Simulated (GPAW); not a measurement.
Consider CuSe (P4/nmm).

```xyz
4
Lattice="3.7746 0.0000 0.0000 0.0000 3.7746 0.0000 0.0000 0.0000 5.4383" Properties=species:S:1:pos:R:3 pbc="T T T"
Se    0.0000    1.8873    1.5064
Se    1.8873    0.0000    3.9319
Cu    1.8873    1.8873    0.0000
Cu    0.0000    0.0000    0.0000
```

Absorber: atom 3, with 4 Se at 2.41 Å (tetrahedral, site symmetry -4m2). Method: GPAW, LDA, excited-electron core hole (neutral cell), 16-atom cell with 7.5 Å between holes, 3×3×3 k points, dipole transitions, Gaussian full width 1.55 eV up to 4 eV, rising linearly to 3.5 eV at 25 eV.

Q: Predict the near-edge structure at the Cu K edge.

Main maxima up to 30 eV above the zero (height): 7.0 eV (1.75), 10.6 eV (1.27), 14.4 eV (1.40), 20.0 eV (1.22) and 27.0 eV (1.05). A K edge sees empty p states on the absorber. The total-energy difference is 8990.85 eV. One term is added: -29.79 eV, since the hole is spin-paired here and a spin-polarised one costs that much less in the free atom (computed apart). The photon energy is then 8961.06 eV. The tabulated edge of the element is 8979 eV. The functional leaves an error in such absolute values: in the free atom LDA prices this hole 18.3 eV below PBE (computed apart), and PBE is itself good to a few eV.

The Cu K spectrum (energy from the lowest empty level; intensity scaled to a mean of 1 over the first 20 eV; polarised curves are means over the symmetry-equivalent atoms):

```
E (eV)  isotropic  ε ⊥ c  ε ∥ c
  -2.0       0.00   0.00   0.00
  -1.4       0.00   0.00   0.00
  -0.8       0.02   0.01   0.02
  -0.2       0.04   0.04   0.06
   0.4       0.06   0.05   0.07
   1.0       0.04   0.03   0.04
   1.6       0.01   0.01   0.01
   2.2       0.02   0.02   0.01
   2.8       0.09   0.11   0.06
   3.4       0.28   0.32   0.20
   4.0       0.54   0.60   0.43
   4.6       0.77   0.83   0.66
   5.2       1.01   1.05   0.92
   5.8       1.29   1.34   1.21
   6.4       1.60   1.67   1.46
   7.0       1.75   1.80   1.64
   7.6       1.59   1.54   1.70
   8.2       1.30   1.16   1.60
   8.8       1.13   0.95   1.49
   9.4       1.14   0.94   1.53
  10.0       1.23   1.05   1.59
  10.6       1.27   1.16   1.49
  11.2       1.21   1.19   1.24
  11.8       1.13   1.16   1.05
  12.4       1.12   1.16   1.04
  13.0       1.21   1.24   1.16
  13.6       1.33   1.37   1.26
  14.2       1.40   1.47   1.25
  14.8       1.37   1.48   1.15
  15.4       1.28   1.40   1.02
  16.0       1.16   1.28   0.94
  16.6       1.08   1.17   0.90
  17.2       1.04   1.11   0.91
  17.8       1.06   1.11   0.96
  18.4       1.11   1.15   1.03
  19.0       1.17   1.19   1.11
  19.6       1.21   1.21   1.20
  20.2       1.22   1.20   1.26
  20.8       1.19   1.16   1.26
  21.4       1.13   1.09   1.21
  22.0       1.06   1.02   1.12
  22.6       0.98   0.95   1.02
  23.2       0.92   0.90   0.94
  23.8       0.90   0.90   0.91
  24.4       0.92   0.92   0.92
  25.0       0.96   0.96   0.95
  25.6       1.00   1.00   1.01
  26.2       1.03   1.02   1.06
  26.8       1.05   1.02   1.10
  27.4       1.04   1.01   1.11
  28.0       1.02   0.98   1.10
  28.6       0.99   0.95   1.06
  29.2       0.95   0.92   1.02
  29.8       0.94   0.91   1.01
  30.4       0.96   0.93   1.01
  31.0       1.00   0.98   1.04
  31.6       1.05   1.04   1.06
```

The script folds with a Gaussian, whereas the core hole's own line is a Lorentzian, so the onset is too steep and the first peak too high. The unit cell's mesh shows no gap over 0.35 eV. That is right for a metallic compound; for a small-gap or correlated insulator it would be the fault of the functional or of the assumed magnetic order, and the hole would be screened too well. The mesh is coarse (0.39 Å⁻¹ between points), so small maxima may be mesh ripples. Lifetime broadening is put in by hand, and intensities beyond about 20 eV depend on it and on the partial waves. The structure is a computed Materials Project entry and may be a hypothetical form.

[Banner, clock and machine lines of the logs are left out without a mark of their own.]

[Logs are printed without paths, hosts, clocks, repeated set-up lines and the standing remarks that a program may print on its own settings, such as how far it seeks lower states.]

[Hosts, paths, dates, database ids (printed as entryN), source tags and the programs' standing remarks are cut or masked in the printed files.]

[Lists of maxima count a maximum above −3 eV only where it reaches 4 % of the highest in the window and stands out from its surroundings by 2 % of it (1.5 % where it reaches 55 %); shoulders and weaker maxima are passed over, and of the rest the first, up to two pre-edge ones and the few strongest are named.]
